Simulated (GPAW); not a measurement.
# Work function of VGe2As4 monolayer at several levels, part 2 of 2

How far do functional and basis move the work function of VGe2As4 monolayer?

GPAW 26.7.0; GPAW, PAW setups; layer in a repeated cell with vacuum, relaxation of atoms and in-plane cell (the session's first sound run).

So far, upper work function (eV): step 3 (plane waves, PBE) 4.98; step 5 (self-consistent run: xc = "RPBE") 4.88; step 6 (self-consistent run: xc = "vdW-DF2", GPAW, PAW setups, GPAW) 5.29; step 7 (OptPBE vdW: xc = "optPBE-vdW", GPAW, PAW setups, GPAW) 5.17; step 8 (self-consistent run: xc = "LDA") 5.24.

### 9. Real-space grid: mode = "fd" (continued)

The electrostatic potential energy of an electron (without an applied field's), less the Fermi level, planar mean oscillates, so the rows of the table below give means over windows of 1.8 Å about each position, cut where the curve ends. Its maxima inside the range that stand out by 2 % of the span (Å: eV): 9.6: -8.58, 11.4: 2.37, 13.3: -4.85, 14.8: -4.85, 16.7: 2.37, 18.5: -8.58. Its minima: 9.0: -13.4, 10.2: -13.0, 12.7: -12.1, 14.0: -10.4, 15.4: -12.1, 17.9: -13.0, 19.1: -13.4.

Table of electrostatic potential energy of an electron (without an applied field's), less the Fermi level, planar mean by z; means over each step:

```csv
z (Å),"electrostatic potential energy of an electron (without an applied field's), less the Fermi level, planar mean (eV)"
0.90,4.98
2.70,4.98
4.50,4.98
6.30,4.93
8.10,-0.916
9.90,-9.94
11.70,-1.64
13.50,-8.31
15.30,-7.05
17.10,-2.63
18.90,-9.43
20.70,3.83
22.50,4.98
24.30,4.98
26.10,4.98
27.90,4.98
```

The upper face's work function is 4.985 eV, against 4.985 eV in the first plane-wave PBE run at this geometry.

### 10. Atomic orbitals: mode = "lcao"

Atom-centred orbitals end a few angstrom from the surface, which tests how much the density's tail matters.

Input file run.py:

```python
import json
import numpy as np
from ase import Atoms
from gpaw import GPAW

slab = Atoms(
    ['As', 'Ge', 'As', 'V', 'As', 'Ge', 'As'],
    positions=[
        [-0.00000, 0.00000, 9.00000],
        [-0.00000, 2.14635, 10.17610],
        [-0.00000, 2.14635, 12.64435],
        [0.00000, -0.00000, 14.04805],
        [-0.00000, 2.14635, 15.45175],
        [-0.00000, 2.14635, 17.91999],
        [0.00000, -0.00000, 19.09609]],
    cell=[[3.71759, -0.0, 0.0], [-1.85879, 3.21952, 0.0], [0.0, 0.0, 28.0961]],
    pbc=[True, True, False],
    magmoms=[0.0, 0.0, 0.0, 1.0, 0.0, 0.0, 0.0])

slab.calc = GPAW(mode='lcao', basis='dzp', h=0.18, xc='PBE', kpts={'size': (9, 9, 1), 'gamma': True},
                 occupations={'name': 'fermi-dirac', 'width': 0.05}, nbands='120%',
                 convergence={'density': 1e-05}, maxiter=200,
                 poissonsolver={'dipolelayer': 'xy'},
                 symmetry={'tolerance': 1e-3}, txt='slab.txt')
result = {}
energy = slab.get_potential_energy()
fermi = slab.calc.get_fermi_level()
v = slab.calc.get_electrostatic_potential().mean((0, 1)) - fermi
n = slab.calc.get_pseudo_density().mean((0, 1))
L = slab.cell[2, 2]
z = np.arange(len(v)) * L / len(v)
low, high = slab.positions[:, 2].min(), slab.positions[:, 2].max()
below, above = np.interp([low - 6.8, high + 6.8], z, v)
slopes = [np.interp(x, z, np.gradient(v, z)) for x in (low - 6.8, high + 6.8)]
eps = np.array([[slab.calc.get_eigenvalues(k, s) for k in range(len(slab.calc.get_ibz_k_points()))]
                for s in range(slab.calc.get_number_of_spins())]) - fermi
top, bottom = eps[eps < 0].max(), eps[eps > 0].min()
dipole = slab.get_dipole_moment()[2]
print(f'energy {energy:.4f} eV, Fermi level {fermi:.4f} eV, dipole {dipole:.5f} e A')
print(f'potential 6.8 A off the faces, from the Fermi level: lower {below:.4f} eV, upper {above:.4f} eV')
print(f'slope of the potential there: lower {slopes[0]:.5f}, upper {slopes[1]:.5f} eV/A')
print(f'nearest levels on the mesh: {top:.4f} and {bottom:.4f} eV')
print('magnetic moment', round(slab.get_magnetic_moment(), 3))
result.update(energy=energy, fermi=fermi, dipole=dipole, below=below, above=above, slopes=slopes, edges=[top, bottom],
              z=z.tolist(), v=v.tolist(), n=n.tolist(), positions=slab.positions.tolist(),
              forces=slab.get_forces(apply_constraint=False).tolist(), moments=slab.get_magnetic_moments().tolist())
json.dump(result, open('result.json', 'w'))
```

Command:

```bash
> OMP_NUM_THREADS=1 OPENBLAS_NUM_THREADS=1 python run.py
```

Run time: 4.6 min. Hardware: 1 thread of Arm Neoverse V1, shared host; peak memory 0.36 GiB.

Numbers from this step:

* dipole along the normal: -9.28e-5 e·Å
* levels nearest the Fermi level on the mesh: -0.03948, 0.002653 eV from the Fermi level
* upper work function: 4.755 eV
* lower work function: 4.753 eV
* site moments: 6.49e-4, 0.006696, -0.05175, 0.9009, -0.05175, 0.006696, 6.49e-4 μB
* sum of the site moments: 0.8121 μB

The electrostatic potential energy of an electron (without an applied field's), less the Fermi level, planar mean oscillates, so the rows of the table below give means over windows of 1.8 Å about each position, cut where the curve ends. Its maxima inside the range that stand out by 2 % of the span (Å: eV): 9.6: -8.76, 11.4: 2.30, 13.3: -4.93, 14.8: -4.93, 16.7: 2.30, 18.5: -8.76. Its minima: 9.0: -13.5, 10.2: -13.1, 12.7: -12.1, 14.0: -10.6, 15.4: -12.1, 17.9: -13.1, 19.1: -13.5.

Electrostatic potential energy of an electron (without an applied field's), less the Fermi level, planar mean against z; means over each step:

```csv
z (Å),"electrostatic potential energy of an electron (without an applied field's), less the Fermi level, planar mean (eV)"
0.90,4.75
2.70,4.75
4.50,4.75
6.30,4.73
8.10,-0.983
9.90,-10.0
11.70,-1.66
13.50,-8.39
15.30,-7.08
17.10,-2.68
18.90,-9.55
20.70,3.73
22.50,4.75
24.30,4.75
26.10,4.75
27.90,4.75
```

The upper face's work function is 4.755 eV, against 4.985 eV in the first plane-wave PBE run at this geometry.

### 11. The ladder

Times are for 1 thread of Arm Neoverse V1, shared host. The series side by side:

```csv
no.,run,upper work function (eV),lower work function (eV),time,memory (GiB)
1,pw,4.985,4.983,3.5 min,0.37
2,revPBE,4.885,4.883,3.5 min,0.37
3,RPBE,4.885,4.883,3.4 min,0.36
4,vdW DF2,5.291,5.289,4 min,0.59
5,optPBE vdW,5.172,5.170,4 min,0.59
6,LDA,5.237,5.235,3.2 min,0.35
7,fd,4.985,4.983,8.2 min,1.0
8,lcao,4.755,4.753,4.6 min,0.36
```

### 12. Side by side

Results and costs are gathered.

This step: comparison of work functions, dipole and cost (GPAW 26.7.0).

Ladder, by row:

```csv
step,code,"work function, upper (eV)","work function, lower (eV)",dipole (e Å),wall time (s),peak memory (GiB),threads
pw,GPAW,4.985,4.983,0.001521,207.1,0.37,1
revPBE,GPAW,4.885,4.883,0.001517,207.2,0.37,1
RPBE,GPAW,4.885,4.883,0.001515,205.1,0.36,1
vdW-DF2,GPAW,5.291,5.289,0.001518,238.4,0.59,1
optPBE-vdW,GPAW,5.172,5.17,0.001518,241.1,0.59,1
LDA,GPAW,5.237,5.235,0.001538,191.7,0.35,1
fd,GPAW,4.985,4.983,-9.31e-5,493.5,1.04,1
lcao,GPAW,4.755,4.753,-9.28e-5,274.3,0.36,1
```

### 13. Outcome

```
work function, both faces : 4.98 eV
dipole along the normal   : 0.0015 e Å, near the numerical noise
```

With plane waves and PBE the work function is 4.98 eV on the upper face and 4.98 eV on the lower. Over the sound runs of the table the upper face's work function spans 4.755 (lcao) to 5.291 eV (vdW-DF2). Atomic orbitals miss the plane-wave value by -0.23 eV, since they describe the tail of the density in the vacuum poorly. The small printed dipole stands for a step of -23 meV from the lower to the upper face, and the probes find 2.0 meV; values this small are near the numerical noise of both. One magnetic start was tried; another order may lie lower. The layer's cell and atoms come from the relaxation; spin-orbit coupling and temperature are left out.

[Logs are printed without paths, hosts, clocks, repeated set-up lines and the standing remarks that a program may print on its own settings, such as how far it seeks lower states.]

[Hosts, paths, dates, database ids (printed as entryN), source tags and the programs' standing remarks are cut or masked in the printed files.]
